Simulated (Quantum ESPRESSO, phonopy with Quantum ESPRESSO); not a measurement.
# NaI (Fm-3m): a volume series of phonon spectra, part 6 of 8

Which modes of NaI drive its thermal expansion?

Experimental results on record:
- volume expansion coefficient 135 1e-6/K near room temperature (given in “Descriptors for thermal expansion in solids”, 2017, arXiv:1701.03966)

Quantum ESPRESSO 7.5; DFT LDA, scalar-relativistic, plane waves, GBRV ultrasoft pseudopotentials.

So far, highest frequency (cm⁻¹): step 8 (lattice dynamics at this volume, V/V0 1) 181.

## (9) Ground state at this cell, V/V0 1.015

A tight ground state at this cell gives the energy of this member; its pressure is the stress at this cutoff, which can carry an offset from the finite basis.

This step: DFT LDA, scalar-relativistic, plane waves, GBRV ultrasoft pseudopotentials (Quantum ESPRESSO 7.5).

System of this step: NaI. It takes space group Fm-3m (No. 225, cubic). The conventional cell has a = 6.294 Å, b = 6.294 Å, c = 6.294 Å, α = 90.00°, β = 90.00°, γ = 90.00°. Nearest to Na lie 6 I at 3.15 Å. Nearest to I lie 6 Na at 3.15 Å. Farther neighbours and most contacts between anions are not listed.

The input, scf.in:

```
&control
   calculation = 'scf'
   prefix = 'x'
   outdir = './tmp'
   pseudo_dir = './pseudo'
   tprnfor = .true.
   tstress = .true.
/
&system
   ibrav = 0
   nat = 2
   ntyp = 2
   ecutwfc = 45.0
   ecutrho = 270.0
   occupations = 'fixed'
   nbnd = 10
/
&electrons
   conv_thr = 1.0d-12
   mixing_beta = 0.7
   electron_maxstep = 100
/
ATOMIC_SPECIES
 Na     22.9898  Na.upf
 I     126.9045  I.upf
CELL_PARAMETERS angstrom
     0.000000000    3.147039441    3.147039441
     3.147039441    0.000000000    3.147039441
     3.147039441    3.147039441    0.000000000
ATOMIC_POSITIONS crystal
 Na     0.000000000   0.000000000   0.000000000
 I      0.500000000   0.500000000   0.500000000
K_POINTS automatic
 6 6 6 0 0 0
```

Started as:

```console
> OMP_NUM_THREADS=1 mpirun -n 8 pw.x -nk 8 -in scf.in > scf.out
```

The program printed:

```text
[banner, memory and clock lines left out]
Program PWSCF v.7.5

     Message from routine setup:
     using ibrav=0 with symmetry is DISCOURAGED, use correct ibrav instead

     G-vector sticks info

     bravais-lattice index     =            0
     lattice parameter (alat)  =       8.4104  a.u.
     unit-cell volume          =     420.6619 (a.u.)^3
     number of atoms/cell      =            2
     number of atomic types    =            2
     number of electrons       =        16.00
[...]
atom    2 type  2   force =    -0.00000000    0.00000000   -0.00000000

     Total force =     0.000000     Total SCF correction =     0.000000

     Computing stress (Cartesian axis) and pressure

          total   stress  (Ry/bohr**3)                   (kbar)     P=       -3.03
  -0.00002058  -0.00000000  -0.00000000           -3.03       -0.00       -0.00
  -0.00000000  -0.00002058  -0.00000000           -0.00       -3.03       -0.00
  -0.00000000  -0.00000000  -0.00002058           -0.00       -0.00       -3.03

     XML data file, charge density, pseudopotentials, collected wavefunctions
[key lines of the parts left out:]
!    total energy              =    -160.01039083 Ry
convergence has been achieved in  10 iterations
```

Wall time 4.2 s (8 MPI ranks of Arm Neoverse N1, shared host).

At this level the gap is 3.56 eV on the k-mesh of the self-consistent run, which can miss the band edges.

## (10) Zone-centre response

In a polar crystal the Born charges and ε∞ give the long-range dipole term that a finite supercell misses. They are those of this k-mesh and were not tested on a denser one; where the gap is small they converge slowly, and the LO modes with them.

The input, ph.in:

```
phonons
&inputph
   prefix = 'x'
   outdir = './tmp'
   fildyn = 'x.dyn'
   tr2_ph = 1.0d-18
   epsil = .true.
/
0.000000000 0.000000000 0.000000000
```

scf.in is that of step 9.

Started as:

```console
> OMP_NUM_THREADS=1 mpirun -n 8 ph.x -nk 8 -in ph.in > ph.out
```

The program printed:

```text
[banner, memory and clock lines left out]
Program PHONON v.7.5

     ./tmp/x.save/

     IMPORTANT: XC functional enforced from input :
     Exchange-correlation= PZ
                           (   1   1   0   0   0   0   0)
     Any further DFT definition will be discarded
     Please, verify this is what you really want

     G-vector sticks info

     Check: negative core charge=   -0.000002
     Reading collected, re-writing distributed wavefunctions in ./tmp/

     Number and degeneracy of irreps per q-point
       N         xq(1)         xq(2)         xq(3)   N irreps
[...]
freq (    1) =      -0.086471 [THz] =      -2.884368 [cm-1]
     freq (    2) =      -0.086471 [THz] =      -2.884368 [cm-1]
     freq (    3) =      -0.086471 [THz] =      -2.884368 [cm-1]
     freq (    4) =       3.801867 [THz] =     126.816639 [cm-1]
     freq (    5) =       3.801867 [THz] =     126.816639 [cm-1]
     freq (    6) =       3.801867 [THz] =     126.816639 [cm-1]
 **************************************************************************

     Mode symmetry, O_h (m-3m)  point group:

     freq (   1-   3) =         -2.9  [cm-1]   --> T_1u G_15  G_4- I
     freq (   4-   6) =        126.8  [cm-1]   --> T_1u G_15  G_4- I
```

Wall time 69 s (8 MPI ranks).

ε∞:

```
3.65 0.00 0.00
0.00 3.65 0.00
0.00 0.00 3.65
```

The Born charges sum to zero within 0.013 e; the rest is removed before use. Acoustic frequencies in this log differ from zero by the error of the sum rule, which ph.x does not impose.

## (11) A displaced supercell

One atom (for the harmonic constants) or a pair of atoms (for the cubic ones) is moved by a few hundredths of an ångström; the forces on all atoms give a column of force constants. The threshold is tight because the forces are small.

System of this step: NaI. Symmetry: Imm2, No. 44, orthorhombic system. The conventional cell has a = 8.901 Å, b = 12.588 Å, c = 8.901 Å, α = 90.00°, β = 90.00°, γ = 90.00°. Nearest to Na lie 6 I at 3.13 to 3.16 Å. Na has 6 I at 3.15 Å nearest. Nearest to Na lie 6 I at 3.15 Å. I has 6 Na at 3.15 Å nearest. Farther neighbours and most contacts between anions are not listed.

The input, disp-00001.in:

```
&control
   calculation = 'scf'
   prefix = 'x'
   outdir = './tmp'
   pseudo_dir = './pseudo'
   tprnfor = .true.
   disk_io = 'none'
/
&system
   ibrav = 0
   nat = 16
   ntyp = 2
   ecutwfc = 45.0
   ecutrho = 270.0
   occupations = 'fixed'
   nbnd = 66
/
&electrons
   conv_thr = 1.0d-11
   mixing_beta = 0.7
   electron_maxstep = 100
/
ATOMIC_SPECIES
 Na     22.9898  Na.upf
 I     126.9045  I.upf
CELL_PARAMETERS angstrom
     0.000000000    6.294078883    6.294078883
     6.294078883    0.000000000    6.294078883
     6.294078883    6.294078883    0.000000000
ATOMIC_POSITIONS crystal
 Na     0.002246895   0.000000000   0.000000000
 Na     0.500000000   0.000000000   0.000000000
 Na     0.000000000   0.500000000   0.000000000
 Na     0.500000000   0.500000000   0.000000000
 Na     0.000000000   0.000000000   0.500000000
 Na     0.500000000   0.000000000   0.500000000
 Na     0.000000000   0.500000000   0.500000000
 Na     0.500000000   0.500000000   0.500000000
 I      0.250000000   0.250000000   0.250000000
 I      0.750000000   0.250000000   0.250000000
 I      0.250000000   0.750000000   0.250000000
 I      0.750000000   0.750000000   0.250000000
 I      0.250000000   0.250000000   0.750000000
 I      0.750000000   0.250000000   0.750000000
 I      0.250000000   0.750000000   0.750000000
 I      0.750000000   0.750000000   0.750000000
K_POINTS automatic
 3 3 3 0 0 0
```

Started as:

```console
> OMP_NUM_THREADS=1 mpirun -n 4 pw.x -nk 4 -in disp-00001.in > disp-00001.out
```

The program printed:

```text
[banner, memory and clock lines left out]
Program PWSCF v.7.5

     Message from routine setup:
     using ibrav=0 with symmetry is DISCOURAGED, use correct ibrav instead

     G-vector sticks info

     bravais-lattice index     =            0
     lattice parameter (alat)  =      16.8208  a.u.
     unit-cell volume          =    3365.2950 (a.u.)^3
     number of atoms/cell      =           16
     number of atomic types    =            2
     number of electrons       =       128.00
[...]
atom    1 type  1   force =     0.00000000   -0.00081984   -0.00081984
     atom    2 type  1   force =     0.00000000    0.00014679    0.00014679
     atom    3 type  1   force =     0.00013061   -0.00000486    0.00001617
[...]
atom   15 type  2   force =     0.00000172    0.00000042    0.00000042
     atom   16 type  2   force =     0.00000012   -0.00000299   -0.00000299

     Total force =     0.001387     Total SCF correction =     0.000003
     Message from routine punch:
     Nothing written, as per user request (disk_io='none')
[key lines of the parts left out:]
!    total energy              =   -1280.08310165 Ry
convergence has been achieved in  11 iterations
```

Run time: 3.7 min. Hardware: 4 MPI ranks; 15 min of CPU time.

## (12) Phonons, V/V0 1.015

This step: DFT LDA, scalar-relativistic, plane waves, GBRV ultrasoft pseudopotentials (phonopy with Quantum ESPRESSO 4.10.0 / 7.5).

Wall time 3.7 min (8 threads).

No mode is imaginary beyond numerical noise along the path. The highest zone-centre mode (no LO–TO term) moved by -3.8 % for a volume change of +1.5 %.

The time given is that of the 2 pw.x runs on displaced cells behind this step.

## (13) Ground state at this cell, V/V0 0.985

A tight ground state at this cell gives the energy of this member; its pressure is the stress at this cutoff, which can carry an offset from the finite basis.

This step: DFT LDA, scalar-relativistic, plane waves, GBRV ultrasoft pseudopotentials (Quantum ESPRESSO 7.5).

System of this step: NaI. Symmetry: Fm-3m, No. 225, cubic system. Conventional cell: a = 6.231 Å, b = 6.231 Å, c = 6.231 Å, α = 90.00°, β = 90.00°, γ = 90.00°. Na has 6 I at 3.12 Å nearest. Nearest to I lie 6 Na at 3.12 Å. Farther neighbours and most contacts between anions are not listed.

scf.in, as its differences from that of step 10:

```diff
@@ -26,5 +26,5 @@
 CELL_PARAMETERS angstrom
-     0.000000000    3.147039441    3.147039441
-     3.147039441    0.000000000    3.147039441
-     3.147039441    3.147039441    0.000000000
+     0.000000000    3.115723539    3.115723539
+     3.115723539    0.000000000    3.115723539
+     3.115723539    3.115723539    0.000000000
 ATOMIC_POSITIONS crystal
```

Started as:

```console
> OMP_NUM_THREADS=1 mpirun -n 8 pw.x -nk 8 -in scf.in > scf.out
```

The program printed:

```text
[banner, memory and clock lines left out]
Program PWSCF v.7.5

     Message from routine setup:
     using ibrav=0 with symmetry is DISCOURAGED, use correct ibrav instead

     G-vector sticks info

     bravais-lattice index     =            0
     lattice parameter (alat)  =       8.3267  a.u.
     unit-cell volume          =     408.2285 (a.u.)^3
     number of atoms/cell      =            2
     number of atomic types    =            2
     number of electrons       =        16.00
[...]
atom    2 type  2   force =     0.00000000   -0.00000000   -0.00000000

     Total force =     0.000000     Total SCF correction =     0.000000

     Computing stress (Cartesian axis) and pressure

          total   stress  (Ry/bohr**3)                   (kbar)     P=        3.26
   0.00002218  -0.00000000   0.00000000            3.26       -0.00        0.00
  -0.00000000   0.00002218  -0.00000000           -0.00        3.26       -0.00
   0.00000000  -0.00000000   0.00002218            0.00       -0.00        3.26

     XML data file, charge density, pseudopotentials, collected wavefunctions
[key lines of the parts left out:]
!    total energy              =    -160.01034697 Ry
convergence has been achieved in  10 iterations
```

Run time: 4.1 s. Hardware: 8 MPI ranks; 32 s of CPU time.

The run ends at a pressure of 0.33 GPa.

## (14) Born charges and dielectric tensor

In a polar crystal the Born charges and ε∞ give the long-range dipole term that a finite supercell misses. They are those of this k-mesh and were not tested on a denser one; where the gap is small they converge slowly, and the LO modes with them.

ph.in is that of step 10.

scf.in is that of step 13.

Started as:

```console
> OMP_NUM_THREADS=1 mpirun -n 8 ph.x -nk 8 -in ph.in > ph.out
```

The program printed:

```text
[banner, memory and clock lines left out]
Program PHONON v.7.5

     ./tmp/x.save/

     IMPORTANT: XC functional enforced from input :
     Exchange-correlation= PZ
                           (   1   1   0   0   0   0   0)
     Any further DFT definition will be discarded
     Please, verify this is what you really want

     G-vector sticks info

     Check: negative core charge=   -0.000002
     Reading collected, re-writing distributed wavefunctions in ./tmp/

     Number and degeneracy of irreps per q-point
       N         xq(1)         xq(2)         xq(3)   N irreps
[...]
freq (    1) =      -0.317831 [THz] =     -10.601703 [cm-1]
     freq (    2) =      -0.317831 [THz] =     -10.601703 [cm-1]
     freq (    3) =      -0.317831 [THz] =     -10.601703 [cm-1]
     freq (    4) =       4.059896 [THz] =     135.423538 [cm-1]
     freq (    5) =       4.059896 [THz] =     135.423538 [cm-1]
     freq (    6) =       4.059896 [THz] =     135.423538 [cm-1]
 **************************************************************************

     Mode symmetry, O_h (m-3m)  point group:

     freq (   1-   3) =        -10.6  [cm-1]   --> T_1u G_15  G_4- I
     freq (   4-   6) =        135.4  [cm-1]   --> T_1u G_15  G_4- I
```

It took 67 s on 8 MPI ranks; 8.9 min of CPU time.

The Born charges sum to zero within 0.014 e; the rest is removed before use. Acoustic frequencies in this log differ from zero by the error of the sum rule, which ph.x does not impose.

## (15) A displaced supercell

One atom (for the harmonic constants) or a pair of atoms (for the cubic ones) is moved by a few hundredths of an ångström; the forces on all atoms give a column of force constants. The threshold is tight because the forces are small.

System of this step: NaI. It takes space group Imm2 (No. 44, orthorhombic). Conventional cell: a = 8.813 Å, b = 12.463 Å, c = 8.813 Å, α = 90.00°, β = 90.00°, γ = 90.00°. Nearest to Na lie 6 I at 3.10 to 3.13 Å. Na has 6 I at 3.12 Å nearest. Nearest to Na lie 6 I at 3.12 Å. Nearest to I lie 6 Na at 3.12 Å. Farther neighbours and most contacts between anions are not listed.

disp-00001.in, as its differences from that of step 11:

```diff
@@ -26,7 +26,7 @@
 CELL_PARAMETERS angstrom
-     0.000000000    6.294078883    6.294078883
-     6.294078883    0.000000000    6.294078883
-     6.294078883    6.294078883    0.000000000
+     0.000000000    6.231447077    6.231447077
+     6.231447077    0.000000000    6.231447077
+     6.231447077    6.231447077    0.000000000
 ATOMIC_POSITIONS crystal
- Na     0.002246895   0.000000000   0.000000000
+ Na     0.002269479   0.000000000   0.000000000
  Na     0.500000000   0.000000000   0.000000000
```

Started as:

```console
> OMP_NUM_THREADS=1 mpirun -n 4 pw.x -nk 4 -in disp-00001.in > disp-00001.out
```

The program printed:

```text
[banner, memory and clock lines left out]
Program PWSCF v.7.5

     Message from routine setup:
     using ibrav=0 with symmetry is DISCOURAGED, use correct ibrav instead

     G-vector sticks info

     bravais-lattice index     =            0
     lattice parameter (alat)  =      16.6534  a.u.
     unit-cell volume          =    3265.8282 (a.u.)^3
     number of atoms/cell      =           16
     number of atomic types    =            2
     number of electrons       =       128.00
[...]
atom    1 type  1   force =     0.00000000   -0.00092209   -0.00092209
     atom    2 type  1   force =     0.00000000    0.00014869    0.00014869
     atom    3 type  1   force =     0.00013221   -0.00000507    0.00001658
[...]
atom   15 type  2   force =     0.00000216   -0.00000526   -0.00000526
     atom   16 type  2   force =     0.00000004   -0.00000285   -0.00000285

     Total force =     0.001568     Total SCF correction =     0.000003
     Message from routine punch:
     Nothing written, as per user request (disk_io='none')
[key lines of the parts left out:]
!    total energy              =   -1280.08275368 Ry
convergence has been achieved in  11 iterations
```

Wall time 3.4 min (4 MPI ranks); 13 min of CPU time.

## (16) Lattice dynamics at this volume, V/V0 0.985

This step: DFT LDA, scalar-relativistic, plane waves, GBRV ultrasoft pseudopotentials (phonopy with Quantum ESPRESSO 4.10.0 / 7.5).

The job ended after 3.4 min (8 threads).

No mode is imaginary beyond numerical noise along the path. The highest zone-centre mode (no LO–TO term) moved by +3.9 % for a volume change of -1.5 %.

The time given is that of the 2 pw.x runs on displaced cells behind this step.

## (17) Self-consistent run, V/V0 1.03

A tight ground state at this cell gives the energy of this member; its pressure is the stress at this cutoff, which can carry an offset from the finite basis.

This step: DFT LDA, scalar-relativistic, plane waves, GBRV ultrasoft pseudopotentials (Quantum ESPRESSO 7.5).

System of this step: NaI. It takes space group Fm-3m (No. 225, cubic). Conventional cell: a = 6.325 Å, b = 6.325 Å, c = 6.325 Å, α = 90.00°, β = 90.00°, γ = 90.00°. Na has 6 I at 3.16 Å nearest. I has 6 Na at 3.16 Å nearest. Farther neighbours and most contacts between anions are not listed.

scf.in, as its differences from that of step 14:

```diff
@@ -26,5 +26,5 @@
 CELL_PARAMETERS angstrom
-     0.000000000    3.115723539    3.115723539
-     3.115723539    0.000000000    3.115723539
-     3.115723539    3.115723539    0.000000000
+     0.000000000    3.162466352    3.162466352
+     3.162466352    0.000000000    3.162466352
+     3.162466352    3.162466352    0.000000000
 ATOMIC_POSITIONS crystal
```

Started as:

```console
> OMP_NUM_THREADS=1 mpirun -n 8 pw.x -nk 8 -in scf.in > scf.out
```

The program printed:

```text
[banner, memory and clock lines left out]
Program PWSCF v.7.5

     Message from routine setup:
     using ibrav=0 with symmetry is DISCOURAGED, use correct ibrav instead

     G-vector sticks info

     bravais-lattice index     =            0
     lattice parameter (alat)  =       8.4516  a.u.
     unit-cell volume          =     426.8786 (a.u.)^3
     number of atoms/cell      =            2
     number of atomic types    =            2
     number of electrons       =        16.00
[...]
atom    2 type  2   force =     0.00000000    0.00000000    0.00000000

     Total force =     0.000000     Total SCF correction =     0.000000

     Computing stress (Cartesian axis) and pressure

          total   stress  (Ry/bohr**3)                   (kbar)     P=       -5.78
  -0.00003932   0.00000000   0.00000000           -5.78        0.00        0.00
  -0.00000000  -0.00003932  -0.00000000           -0.00       -5.78       -0.00
   0.00000000   0.00000000  -0.00003932            0.00        0.00       -5.78

     XML data file, charge density, pseudopotentials, collected wavefunctions
[key lines of the parts left out:]
!    total energy              =    -160.01021260 Ry
convergence has been achieved in  10 iterations
```

Elapsed: 4.6 s, on 8 MPI ranks.

The run ends at a pressure of -0.58 GPa.

## (18) Zone-centre response

In a polar crystal the Born charges and ε∞ give the long-range dipole term that a finite supercell misses. They are those of this k-mesh and were not tested on a denser one; where the gap is small they converge slowly, and the LO modes with them.

ph.in is that of step 14.

scf.in is that of step 17.

Started as:

```console
> OMP_NUM_THREADS=1 mpirun -n 8 ph.x -nk 8 -in ph.in > ph.out
```

The program printed:

```text
[banner, memory and clock lines left out]
Program PHONON v.7.5

     ./tmp/x.save/

     IMPORTANT: XC functional enforced from input :
     Exchange-correlation= PZ
                           (   1   1   0   0   0   0   0)
     Any further DFT definition will be discarded
     Please, verify this is what you really want

     G-vector sticks info

     Check: negative core charge=   -0.000002
     Reading collected, re-writing distributed wavefunctions in ./tmp/

     Number and degeneracy of irreps per q-point
       N         xq(1)         xq(2)         xq(3)   N irreps
[...]
freq (    1) =      -0.193043 [THz] =      -6.439225 [cm-1]
     freq (    2) =      -0.193043 [THz] =      -6.439225 [cm-1]
     freq (    3) =      -0.193043 [THz] =      -6.439225 [cm-1]
     freq (    4) =       3.642453 [THz] =     121.499164 [cm-1]
     freq (    5) =       3.642453 [THz] =     121.499164 [cm-1]
     freq (    6) =       3.642453 [THz] =     121.499164 [cm-1]
 **************************************************************************

     Mode symmetry, O_h (m-3m)  point group:

     freq (   1-   3) =         -6.4  [cm-1]   --> T_1u G_15  G_4- I
     freq (   4-   6) =        121.5  [cm-1]   --> T_1u G_15  G_4- I
```

Run time: 77 s. Hardware: 8 MPI ranks; 10 min of CPU time.

ε∞:

```
3.62 0.00 0.00
0.00 3.62 0.00
0.00 0.00 3.62
```

The Born charges sum to zero within 0.013 e; the rest is removed before use. Acoustic frequencies in this log differ from zero by the error of the sum rule, which ph.x does not impose.

(Continued in part 7 of 8.)

[Logs are printed without paths, hosts, clocks, repeated set-up lines and the standing remarks that a program may print on its own settings, such as how far it seeks lower states.]

[Hosts, paths, dates, database ids (printed as entryN), source tags and the programs' standing remarks are cut or masked in the printed files.]

[A step with changed settings may run another functional than the one named; its input shows which.]

[Of the runs on displaced cells, only some may be shown.]
